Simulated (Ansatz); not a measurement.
# AgS4F (built on the sites of a database entry of AgClO4): following an unstable mode

Wanted: the energy along a soft mode of AgS4F (built on the sites of a database entry of AgClO4) and the structure at the end.

Main program and level: Ansatz 0.2.0; DFT PBEsol, scalar-relativistic, plane waves, PAW.

The structure was built from a prototype and need not be the compound's stable phase.

## (1) Set-up

The structure is cubic, space group F-43m (No. 216). Conventional cell: a = 8.414 Å, b = 8.414 Å, c = 8.414 Å, α = 90.00°, β = 90.00°, γ = 90.00°. Nearest to Ag lie 12 S at 3.44 Å. F has 4 S at 2.21 Å nearest. Nearest to S lie 1 F at 2.21 Å and 3 S at 2.34 Å. Farther neighbours and most contacts between anions are not listed.

## (2) The dispersion

The cell comes from relaxations at this level that are not shown. Stability and thermal properties need the whole zone. Linear response on a 2×2×2 q mesh gives force constants as far as a supercell of that size would.

The input, input.yaml:

```yaml
crystal:
  lattice:
    - [0.0, 4.2070857375, 4.2070857375]
    - [4.2070857375, 0.0, 4.2070857375]
    - [4.2070857375, 4.2070857375, 0.0]
  atoms:
    - { symbol: Ag, position: [0.5, 0.5, 0.5] }
    - { symbol: F, position: [0.0, 0.0, 0.0] }
    - { symbol: S, position: [0.1515227775, 0.1515227775, 0.1515227775] }
    - { symbol: S, position: [0.5454316674, 0.1515227775, 0.1515227775] }
    - { symbol: S, position: [0.1515227775, 0.1515227775, 0.5454316674] }
    - { symbol: S, position: [0.1515227775, 0.5454316674, 0.1515227775] }
kpoints:
  mp_grid: { grid: [8, 8, 8] }
hamiltonian:
  xc: pbesol
scf:
  occupations: { method: methfessel_paxton, width: 0.2 }
output:
  eigenvalues: true
phonons:
  method: dfpt
  qmesh: [2, 2, 2]
  temperatures: { t_max: 1000, t_step: 50 }
  qpath:
    path:
      - [[0.0, 0.0, 0.0], [-0.5, -0.5, 0.0], [-0.375, -0.375, 0.25]]
      - [[-0.375, 0.0, 0.375], [0.0, 0.0, 0.0], [0.0, 0.0, 0.5], [-0.5, -0.25, 0.25], [-0.5, -0.5, 0.0]]
    npoints: 10
```

The run is started by

```bash
$ ansatz run input.yaml --threads 8 --pin off --max-ram 14336MiB --backend cpu --events-out ev --progress --plain --runs-dir out
```

Numbers of over 12 decimals in the logs are rounded to 6 here.

The program printed:

```text
Warning: phonons: the dynamical matrix that this run interpolates holds no multipole term above the dipole-dipole one, and a site of this crystal is no centre of inversion, so its interpolated transverse optical and acoustic branches and sound speeds can stay off near Gamma, and the density of states and the thermodynamics with them. What a run solves at a wave vector of phonons.qpoints, Gamma apart, where the deck admits one, is free of this, and under fd what a larger phonons.supercell samples
Engine: ansatz 0.2.0, aarch64-unknown-linux-gnu
Pseudopotentials: kind: paw
Pseudopotential: Ag, paw, valence charge 19, recommended cutoff 420 eV (normal), Ag.paw.azcp
Pseudopotential: F, paw, valence charge 7, recommended cutoff 420 eV (normal), F.paw.azcp
Pseudopotential: S, paw, valence charge 6, recommended cutoff 420 eV (normal), S.paw.azcp
Functional definition: PBEsol
  exchange = pbesol_x
  correlation = pbesol_c
Crystal: 6 atoms, lattice volume = 148.927 Å³
Basis set: ecut = 420 eV, 2891 PW (Γ), exchange–correlation on 80×80×80 points (8 copies of the dense FFT grid, shifted against one another)
Bands: 31, of which v1, the nominal top of the filled ones, is band 25 counted from 1 (24 counted from 0)
Symmetry: 24 space group operations
k-points: 29 of 512 (time reversal used)
Non-local potential: Ag, projectors of the file, l = 0: 3, l = 1: 2, l = 2: 2, l = 3: 1
Non-local potential: F, projectors of the file, l = 0: 2, l = 1: 2, l = 2: 1
Non-local potential: S, projectors of the file, l = 0: 2, l = 1: 2, l = 2: 2
PAW form: soft (Blöchl's): semilocal exchange-correlation on the pseudo side does not see the compensation charge
PAW frozen core: Ag, regenerated for the run's functional, and the local potential with it (the file was generated under x = pbe(κ = 0.804, μ = 0.219515), c = pbe(β = 0.066725))
PAW frozen core: F, regenerated for the run's functional, and the local potential with it (the file was generated under x = pbe(κ = 0.804, μ = 0.219515), c = pbe(β = 0.066725))
PAW frozen core: S, regenerated for the run's functional, and the local potential with it (the file was generated under x = pbe(κ = 0.804, μ = 0.219515), c = pbe(β = 0.066725))
PAW one-centre angular grid: Ag, 590 points (default); XC on 64 Gauss nodes
PAW one-centre angular grid: F, 110 points (default); XC on 64 Gauss nodes
PAW one-centre angular grid: S, 110 points (default); XC on 64 Gauss nodes
Initial density: superposition of atomic densities (neutral atoms: chi_scale 0, normalization atom), corrected by the library's trained network
Initial wavefunctions: pseudopotential atomic-orbital guess
Functional: x = pbesol(κ = 0.804, μ = 0.123457), c = pbesol(β = 0.046)
SCF iter   1: F=—  HF=-11854.709290 eV  |F-HF|=—  |Δ(HF+E_count)|=         —  Δρ=2.10e-2  dr2=1.07e0  ethr=1.77e-3  ⟨swp⟩=5.5  Hψ=3757  notcnv=0
preconditioner: auto → LDOS  [metal: Δε(μ)=0.003 eV  Ē_g=7.498 eV  σ=0.200 eV  W_gap=0.01  n_scr=26 (ndim 8)  ℏωp=19.2 eV  f_vac=0.171  D(μ)=11.98/eV (n_scr^D=136)  β→1.0]
SCF iter   2: F=—  HF=-11854.610643 eV  |F-HF|=—  |Δ(HF+E_count)|=   9.86e-2  S|Δr|=    0.00e0  Δρ=1.05e-2  dr2=3.67e-1  ethr=1.77e-3  ⟨swp⟩=2.8  Hψ=1685  notcnv=0
SCF iter   3: F=—  HF=-11854.571506 eV  |F-HF|=—  |Δ(HF+E_count)|=   3.91e-2  S|Δr|=    0.00e0  Δρ=8.71e-3  dr2=1.92e-1  ethr=7.35e-4  ⟨swp⟩=2.0  Hψ=1534  notcnv=0
SCF iter   4: F=—  HF=-11854.537672 eV  |F-HF|=—  |Δ(HF+E_count)|=   3.38e-2  S|Δr|=    0.00e0  Δρ=3.56e-3  dr2=2.53e-2  ethr=3.84e-4  ⟨swp⟩=2.7  Hψ=1890  notcnv=0
SCF iter   5: F=—  HF=-11854.533261 eV  |F-HF|=—  |Δ(HF+E_count)|=   4.41e-3  S|Δr|=    0.00e0  Δρ=1.30e-3  dr2=2.27e-3  ethr=5.05e-5  ⟨swp⟩=2.3  Hψ=1550  notcnv=0
SCF iter   6: F=—  HF=-11854.533200 eV  |F-HF|=—  |Δ(HF+E_count)|=   6.11e-5  S|Δr|=    0.00e0  Δρ=4.93e-4  dr2=4.58e-4  ethr=4.55e-6  ⟨swp⟩=2.5  Hψ=1652  notcnv=0
SCF iter   7: F=—  HF=-11854.533246 eV  |F-HF|=—  |Δ(HF+E_count)|=   4.59e-5  S|Δr|=    0.00e0  Δρ=1.36e-4  dr2=4.02e-5  ethr=9.16e-7  ⟨swp⟩=2.5  Hψ=1332  notcnv=0
SCF iter   8: F=—  HF=-11854.533226 eV  |F-HF|=—  |Δ(HF+E_count)|=   2.00e-5  S|Δr|=    0.00e0  Δρ=4.59e-5  dr2=3.91e-6  ethr=8.03e-8  ⟨swp⟩=2.0  Hψ=1354  notcnv=0
SCF iter   9: F=—  HF=-11854.533232 eV  |F-HF|=—  |Δ(HF+E_count)|=   6.31e-6  S|Δr|=    0.00e0  Δρ=1.64e-5  dr2=4.25e-7  ethr=7.81e-9  ⟨swp⟩=2.1  Hψ=1450  notcnv=0
SCF iter  10: F=—  HF=-11854.533232 eV  |F-HF|=—  |Δ(HF+E_count)|=   2.35e-8  S|Δr|=    0.00e0  Δρ=2.81e-6  dr2=2.92e-8  ethr=8.50e-10  ⟨swp⟩=2.5  Hψ=1415  notcnv=0
[...]
SCF 1 converged in 15 iterations: F = -11854.533232 eV  dr2 = 1.80e-12
  greatest PAW one-centre occupation: 1.001 electrons in one spin orbital (limit 2), on the Ag atom at site 0 (counted from 0), in its partial waves of l = 0
Initial density: read from a saved state, or passed on in memory by an earlier SCF of this step, an earlier step, the calling program or the single point that the run made first
[...]
SCF iter   1: F=—  HF=-11854.533231 eV  |F-HF|=—  |Δ(HF+E_count)|=         —  Δρ=6.99e-7  dr2=7.45e-10  ethr=6.54e-7  ⟨swp⟩=3.0  Hψ=6304  notcnv=0
eigensolver tolerance schedule: the retry pair's looser diagonalisation over-reported the residual by 438863.90 of it (diagonalisation noise at an unbounded share of the residual, at the tolerance the schedule requests for it); recorded, not acted on — ethr = c·dr2/N_el stays at c = 1.0e-1
preconditioner: auto → LDOS  [metal: Δε(μ)=0.005 eV  Ē_g=7.460 eV  σ=0.200 eV  W_gap=0.02  n_scr=26 (ndim 8)  ℏωp=19.2 eV  f_vac=0.158  D(μ)=12.89/eV (n_scr^D=168)  β→1.0]
SCF iter   2: F=—  HF=-11854.533232 eV  |F-HF|=—  |Δ(HF+E_count)|=   1.26e-6  S|Δr|=    0.00e0  Δρ=8.73e-7  dr2=1.49e-9  ethr=1.49e-12  ⟨swp⟩=3.7  Hψ=2535  notcnv=0
SCF iter   3: F=—  HF=-11854.533232 eV  |F-HF|=—  |Δ(HF+E_count)|=  3.22e-10  S|Δr|=    0.00e0  Δρ=4.05e-7  dr2=1.91e-10  ethr=1.49e-12  ⟨swp⟩=2.0  Hψ=1447  notcnv=0
SCF iter   4: F=—  HF=-11854.533232 eV  |F-HF|=—  |Δ(HF+E_count)|=  9.09e-12  S|Δr|=    0.00e0  Δρ=2.78e-7  dr2=1.20e-10  ethr=1.00e-12  ⟨swp⟩=1.0  Hψ=899  notcnv=0
SCF iter   5: F=—  HF=-11854.533232 eV  |F-HF|=—  |Δ(HF+E_count)|=  1.27e-11  S|Δr|=    0.00e0  Δρ=1.94e-7  dr2=5.98e-11  ethr=1.00e-12  ⟨swp⟩=1.0  Hψ=899  notcnv=0
SCF iter   6: F=—  HF=-11854.533232 eV  |F-HF|=—  |Δ(HF+E_count)|=  7.28e-12  S|Δr|=    0.00e0  Δρ=1.68e-7  dr2=4.46e-11  ethr=1.00e-12  ⟨swp⟩=1.0  Hψ=899  notcnv=0
SCF iter   7: F=—  HF=-11854.533232 eV  |F-HF|=—  |Δ(HF+E_count)|=  5.46e-12  S|Δr|=    0.00e0  Δρ=2.13e-7  dr2=7.10e-11  ethr=1.00e-12  ⟨swp⟩=1.0  Hψ=899  notcnv=0
SCF iter   8: F=—  HF=-11854.533232 eV  |F-HF|=—  |Δ(HF+E_count)|=  7.28e-12  S|Δr|=    0.00e0  Δρ=1.26e-7  dr2=2.45e-11  ethr=1.00e-12  ⟨swp⟩=1.0  Hψ=899  notcnv=0
SCF iter   9: F=—  HF=-11854.533232 eV  |F-HF|=—  |Δ(HF+E_count)|=  5.46e-12  S|Δr|=    0.00e0  Δρ=9.38e-8  dr2=1.37e-11  ethr=1.00e-12  ⟨swp⟩=1.0  Hψ=899  notcnv=0
SCF iter  10: F=-11854.533232 eV  HF=-11854.533232 eV  |F-HF|=0.00e0  |Δ(HF+E_count)|=  1.82e-12  S|Δr|=    0.00e0  Δρ=3.66e-9  dr2=1.69e-14  ethr=1.00e-12  ⟨swp⟩=3.0  Hψ=1733  notcnv=0
SCF 2 converged in 10 iterations: F = -11854.533232 eV  dr2 = 1.69e-14
phonons: the bands overlap, so this run is a metal and interpolates without the dipole-dipole term. If the crystal is really an insulator or semiconductor, its LO-TO splitting is missing
NSCF: frozen V_eff on 29 k-points
NSCF: frozen V_eff on 150 k-points
DFPT response loops at q = (0, 0, 0) (fractional): preconditioner auto → none (partly filled bands, converged f_vac=0.158); β = 0.50; Broyden in place of MSR1
NSCF: frozen V_eff on 520 k-points
DFPT response loops at q = (0, 0, -0.5) (fractional): mixed as the last ones told, above
NSCF: frozen V_eff on 520 k-points
DFPT response loops at q = (0, -0.5, -0.5) (fractional): mixed as the last ones told, above
SCF converged after 15 iterations
Stability not checked: this state was not tested for a lower state beside it, because cold or Methfessel-Paxton smearing, or corrected tetrahedra, fill the levels in a way that the test cannot read (fill_not_monotonic; see scf.lower_state_search)
Free energy (F): -11854.533232 eV
Harris-Foulkes:  -11854.533232 eV  (|F-HF|=1.82e-12)
Internal energy: -11854.503793 eV  (E = F + TS)
E sigma→0 (E₀):  -11854.525872 eV
Entropy (-TS):   -0.029439 eV (-4.907 meV/atom)
Fermi energy:    4.391869 eV
--- Per-component energies (eV) ---
  E_band       = -564.427888
  E_kinetic    = 1149.054240
  E_local      = -5329.127718  (includes V_loc(G=0)·N_el)
  E_nonlocal   = 278.544285
  E_hartree    = 2255.512427
  E_xc         = -637.114690
  E_vxc        = -672.278712  (∫ρ·V_xc dr)
  E_paw        = -6366.986891  (= ΣΔE_a)
  E_vpaw       = -501.647151  (= ΣTr[D̂ρ^β])
  E_aug_tail   = 0.002294  (compensation charges beyond the density's cutoff)
  E_ewald      = -3205.000720
  E_core_change = 0.612979  (= ΣΔE_core)
  E_smearing   = -0.029439  (= −TS)
  E_closure    = 0.000000  (closes the sum)
  Σ components = -11854.533232   (vs F -11854.533232, Δ=0.00e0)
--- Band table (eV; the first three rows and the last of 29) ---
  k-point 0: bands = [... 21 lower, 1.6024, 1.6024, 4.4901, 4.9959, 4.9959, 4.9959, 6.0738, 6.0738, ... 2 higher]
  k-point 1: bands = [... 21 lower, 1.6424, 1.6424, 4.5334, 4.8547, 4.8547, 4.9987, 6.0307, 6.1050, ... 2 higher]
  k-point 2: bands = [... 21 lower, 1.6280, 1.6280, 4.4464, 4.5725, 4.5725, 5.0056, 6.0915, 6.1464, ... 2 higher]
  k-point 28: bands = [... 21 lower, 1.3837, 1.6076, 4.0274, 4.2983, 4.3820, 4.5690, 5.2274, 6.0723, ... 2 higher]
--- Phonons (Γ-DFPT): 3 representative perturbations + reference (Σ response iterations 10) ---
  ASR residual: 4.024e-5 → 0.000e0 eV/Å²; symmetrization residual: 7.574e-7 eV/Å²
  ASR residual per site (eV/Å²): 2.16e-7 4.02e-5 6.13e-6 6.13e-6 6.13e-6 6.13e-6
  Γ frequencies (cm⁻¹): -435.30 -435.30 -392.17 -392.17 -392.17 -81.25 -81.25 -81.25 -52.78 -52.78 -52.78 -35.06 -35.06 -35.06 0.00 0.00 0.00 324.40
--- Phonons (arbitrary-q DFPT): 3 irreducible q on the 2×2×2 mesh ---
  q = [0.0000, 0.0000, 0.0000] (star 1, of the zone-centre solve; hermiticity 2.28e-7, symmetrization 3.19e-12): -435.30 -435.30 -392.17 -392.17 -392.17 -81.25 -81.25 -81.25 -52.78 -52.78 -52.78 -35.06 -35.06 -35.06 -0.00 -0.00 0.00 324.40
  q = [0.0000, 0.0000, -0.5000] (star 4, 5 solved perturbations in 860 linear systems a pass and spin channel, the states on 260 of 512 k-point pairs; hermiticity 1.44e-5, symmetrization 1.93e-6): -472.77 -472.77 -393.12 -375.91 -375.91 -170.55 -170.55 -95.66 -80.55 -80.55 -68.37 -40.61 -40.36 -40.36 62.20 62.20 125.79 357.81
  q = [0.0000, -0.5000, -0.5000] (star 3, 6 solved perturbations in 718 linear systems a pass and spin channel, the states on 260 of 512 k-point pairs; hermiticity 1.05e-5, symmetrization 4.23e-6): -498.48 -462.99 -396.53 -396.53 -348.25 -173.11 -173.11 -160.15 -109.30 -109.30 -40.73 -40.73 -40.63 88.29 104.07 104.07 117.80 362.36
  sum rule: each row above includes the acoustic sum rule's correction from the zone centre's row sums; it moved no ω² by more than (0.76 cm⁻¹)²
  mesh force constants: q→R imaginary residual 1.11e-17; ASR residual 4.024e-5 → 0.000e0 eV/Å²; symmetrization residual 7.105e-15 eV/Å²
  interpolated dispersion: 62 rows × 18 modes
  density of states and harmonic sums: on the 14×14×14 q-mesh, interpolated from the force constants of a 2×2×2 supercell (no non-analytic term)
  largest difference from the sums on the solved wave vectors: F 1.79e-2 eV, S 3.21e-5 and C_V 1.41e-5 eV/K
  zero-point energy: 0.041458 eV/cell   skipped modes (ω ≤ 0): 1436, of them read as no rigid motion or as one in doubt: 1433 (1.383e1 modes/cell left out, lowest -498.48 cm⁻¹)   left out of the sums: 7.69e-1 of the cell's modes: C_V's classical limit lies that fraction below 3 k_B per atom; for a crystal, a wire or a layer, F and S can be off by more, and a phonons.interpolated_qmesh denser along its periods is the remedy for the sampling
```

The job ended after 2 min (8 threads of Arm Neoverse V2, shared host; peak memory 2.9 GiB; 15 min of CPU time).

Numbers from this step:

* volume per atom: 24.82 Å³
* gap on the k-mesh: 0 eV
* sum-rule residual before enforcement: 4.02e-5 eV/Å²
* lowest frequency on the path: -498.5 cm⁻¹
* point group: -43m
* highest frequency on the path or at a solved wavevector: 362.4 cm⁻¹
* highest optical mode at the zone centre (no LO-TO term): 324.4 cm⁻¹
* lowest optical zone-centre mode: -435.3 cm⁻¹
* lowest mode on the q mesh (acoustic modes at Γ apart): -498.5 cm⁻¹

Frequencies (cm⁻¹) solved at each irreducible wavevector; negative means imaginary. Frequencies by wavevector, by row:

| q in reciprocal lattice units | star | mode 1 | mode 2 | mode 3 | mode 4 | mode 16 | mode 17 | mode 18 |
| --- | --- | --- | --- | --- | --- | --- | --- | --- |
| 0 0 0 | 1 | -435.3 | -435.3 | -392.2 | -392.2 | 0 | 0 | 324.4 |
| 0 0 -0.5 | 4 | -472.8 | -472.8 | -393.1 | -375.9 | 62.2 | 125.8 | 357.8 |
| 0 -0.5 -0.5 | 3 | -498.5 | -463 | -396.5 | -396.5 | 104.1 | 117.8 | 362.4 |

Interpolated from a 2×2×2 q mesh. The phonon branches at the labelled points (cm⁻¹):

| point | branch 1 | branch 2 | branch 3 | branch 4 | branch 15 | branch 16 | branch 17 | branch 18 |
| --- | --- | --- | --- | --- | --- | --- | --- | --- |
| Γ | -435 | -435 | -392 | -392 | 0 | 0 | 0 | 324 |
| halfway | -471 | -450 | -392 | -392 | 83 | 83 | 89 | 345 |
| X | -498 | -463 | -396 | -396 | 104 | 104 | 118 | 362 |
| halfway | -497 | -465 | -395 | -394 | 102 | 116 | 131 | 362 |
| U | -491 | -470 | -392 | -388 | 96 | 126 | 141 | 361 |
| jump to K | -491 | -470 | -392 | -388 | 96 | 126 | 141 | 361 |
| halfway | -464 | -461 | -389 | -384 | 58 | 97 | 108 | 346 |
| Γ | -435 | -435 | -392 | -392 | 0 | 0 | 0 | 324 |
| halfway | -456 | -456 | -392 | -382 | 52 | 52 | 101 | 341 |
| L | -473 | -473 | -393 | -376 | 62 | 62 | 126 | 358 |
| halfway | -482 | -473 | -390 | -381 | 84 | 124 | 133 | 359 |
| W | -490 | -473 | -393 | -383 | 94 | 139 | 147 | 360 |
| halfway | -495 | -467 | -395 | -391 | 97 | 128 | 136 | 361 |
| X | -498 | -463 | -396 | -396 | 104 | 104 | 118 | 362 |

Symmetry leaves 3 wavevectors to solve. The lowest mode among them, the acoustic zeros apart, lies at q = (0, -0.5, -0.5) and is imaginary, 498.5i cm⁻¹, so the energy falls along it.

## (3) The mode frozen in, largest atomic shift 0 Å

The mode followed lies at q = (0, -0.5, -0.5) with frequency 498.5i cm⁻¹, the softest among the wavevectors solved. At small amplitude the distorted cell has space group no. 115 by a symmetry search on the positions. The undistorted cell that holds it gives the zero of energy on the same k mesh.

System of this step: AgS4F (built on the sites of a database entry of AgClO4). Symmetry: F-43m, No. 216, cubic system. Conventional cell: a = 8.414 Å, b = 8.414 Å, c = 8.414 Å, α = 90.00°, β = 90.00°, γ = 90.00°. Ag has 12 S at 3.44 Å nearest. Nearest to F lie 4 S at 2.21 Å. S has 1 F at 2.21 Å and 3 S at 2.34 Å nearest. Farther neighbours and most contacts between anions are not listed.

The input, input.yaml:

```yaml
crystal:
  lattice:
    - [0.0, -4.2070857375, -4.2070857375]
    - [0.0, 4.2070857375, -4.2070857375]
    - [8.414171475, 0.0, 0.0]
  atoms:
    - { symbol: Ag, position: [0.5, 0.5, 0.0] }
    - { symbol: Ag, position: [0.0, 0.0, 0.5] }
    - { symbol: F, position: [0.5, 0.5, 0.5] }
    - { symbol: F, position: [1.0, 0.0, 0.0] }
    - { symbol: S, position: [0.1969544449, 0.5, 0.6515227775] }
    - { symbol: S, position: [0.696954445, 0.0, 0.1515227775] }
    - { symbol: S, position: [0.803045555, 0.5, 0.6515227775] }
    - { symbol: S, position: [0.303045555, 1.0, 0.1515227775] }
    - { symbol: S, position: [0.0, 0.6969544449, 0.8484772225] }
    - { symbol: S, position: [0.5, 0.196954445, 0.3484772225] }
    - { symbol: S, position: [0.0, 0.303045555, 0.8484772225] }
    - { symbol: S, position: [0.5, 0.803045555, 0.3484772225] }
kpoints:
  mp_grid: { grid: [6, 6, 4] }
hamiltonian:
  xc: pbesol
scf:
  occupations: { method: methfessel_paxton, width: 0.2 }
output:
  forces: true
  stress: true
  eigenvalues: true
```

The program printed:

```text
[...]
Crystal: 12 atoms, lattice volume = 297.854 Å³
Basis set: ecut = 420 eV, 5805 PW (Γ), exchange–correlation on 80×80×120 points (8 copies of the dense FFT grid, shifted against one another)
Bands: 62, of which v1, the nominal top of the filled ones, is band 50 counted from 1 (49 counted from 0)
Symmetry: 16 space group operations
[...]
k-point 0: bands = [... 46 lower, 3.7352, 4.1465, 4.4159, 4.4159, 4.4904, 4.9954, 4.9954, 4.9955, ... 8 higher]
  k-point 1: bands = [... 46 lower, 3.9904, 4.2591, 4.4752, 4.4752, 4.5467, 4.8575, 4.8761, 4.8761, ... 8 higher]
  k-point 2: bands = [... 46 lower, 4.4162, 4.4162, 4.5459, 4.5459, 4.6476, 4.6476, 4.6476, 4.6476, ... 8 higher]
  k-point 29: bands = [... 46 lower, 4.0269, 4.0269, 4.2979, 4.2979, 4.3816, 4.3816, 4.5688, 4.5688, ... 8 higher]
[key lines of the parts left out:]
SCF converged after 11 iterations
Free energy (F): -23709.067514 eV
Fermi energy:    4.391967 eV
P = ⅓ Tr σ = 0.0094 GPa (0.094 kbar)
```

Elapsed: 5.8 s, on 8 threads; peak memory 1.2 GiB.

Numbers from this step:

```
pressure                         : 0.009440 GPa
energy from the undistorted cell : 0 meV/atom
```

The run ends at a pressure of 0.01 GPa, with forces up to 0.0030 eV/Å.

## (4) The mode frozen in, largest atomic shift 0.45 Å

The atoms are moved along the unstable eigenvector, the largest shift by 0.45 Å, with the cell fixed.

The input, input.yaml:

```yaml
crystal:
  lattice:
    - [0.0, -4.2070857375, -4.2070857375]
    - [0.0, 4.2070857375, -4.2070857375]
    - [8.414171475, 0.0, 0.0]
  atoms:
    - { symbol: Ag, position: [0.5, 0.5, 0.0042138555] }
    - { symbol: Ag, position: [0.0, 0.0, 0.4957861445] }
    - { symbol: F, position: [0.5, 0.5, 0.5442512893] }
    - { symbol: F, position: [1.0, 0.0, -0.0442512893] }
    - { symbol: S, position: [0.1590927519, 0.5, 0.6052249913] }
    - { symbol: S, position: [0.734816138, 0.0, 0.1978205638] }
    - { symbol: S, position: [0.8409072481, 0.5, 0.6052249913] }
    - { symbol: S, position: [0.265183862, 1.0, 0.1978205638] }
    - { symbol: S, position: [0.0, 0.6590927519, 0.8947750087] }
    - { symbol: S, position: [0.5, 0.234816138, 0.3021794362] }
    - { symbol: S, position: [0.0, 0.3409072481, 0.8947750087] }
    - { symbol: S, position: [0.5, 0.765183862, 0.3021794362] }
kpoints:
  mp_grid: { grid: [6, 6, 4] }
hamiltonian:
  xc: pbesol
scf:
  occupations: { method: methfessel_paxton, width: 0.2 }
output:
  forces: true
  stress: true
  eigenvalues: true
```

The program printed:

```text
[...]
Crystal: 12 atoms, lattice volume = 297.854 Å³
Basis set: ecut = 420 eV, 5805 PW (Γ), exchange–correlation on 80×80×120 points (8 copies of the dense FFT grid, shifted against one another)
Bands: 62, of which v1, the nominal top of the filled ones, is band 50 counted from 1 (49 counted from 0)
Symmetry: 8 space group operations
[...]
k-point 0: bands = [... 46 lower, 3.3286, 3.5496, 3.5496, 4.1085, 4.1085, 4.3059, 4.3814, 5.1487, ... 8 higher]
  k-point 1: bands = [... 46 lower, 3.3117, 3.5466, 3.5466, 4.1678, 4.1678, 4.4139, 4.4356, 5.0349, ... 8 higher]
  k-point 2: bands = [... 46 lower, 3.3425, 3.5434, 3.5434, 4.2379, 4.2379, 4.4913, 4.5737, 4.8677, ... 8 higher]
  k-point 29: bands = [... 46 lower, 3.5551, 3.6784, 3.8725, 4.3636, 4.3636, 4.5733, 5.2303, 5.4508, ... 8 higher]
[key lines of the parts left out:]
SCF converged after 11 iterations
Free energy (F): -23712.654438 eV
Fermi energy:    4.307621 eV
P = ⅓ Tr σ = 2.9930 GPa (29.930 kbar)
```

Run time: 5.8 s. Hardware: 8 threads; peak memory 1.2 GiB.

This step gave:

- pressure: 2.993 GPa
- energy from the undistorted cell: -299.0 meV/atom

The energy, extrapolated to zero smearing, is -299.01 meV/atom against the undistorted cell.

The run ends at a pressure of 2.99 GPa, with forces up to 2.0 eV/Å.

(Continued in part 2 of 2.)

[Logs are printed without paths, hosts, clocks, repeated set-up lines and the standing remarks that a program may print on its own settings, such as how far it seeks lower states.]

[Hosts, paths, dates, database ids (printed as entryN), source tags and the programs' standing remarks are cut or masked in the printed files.]
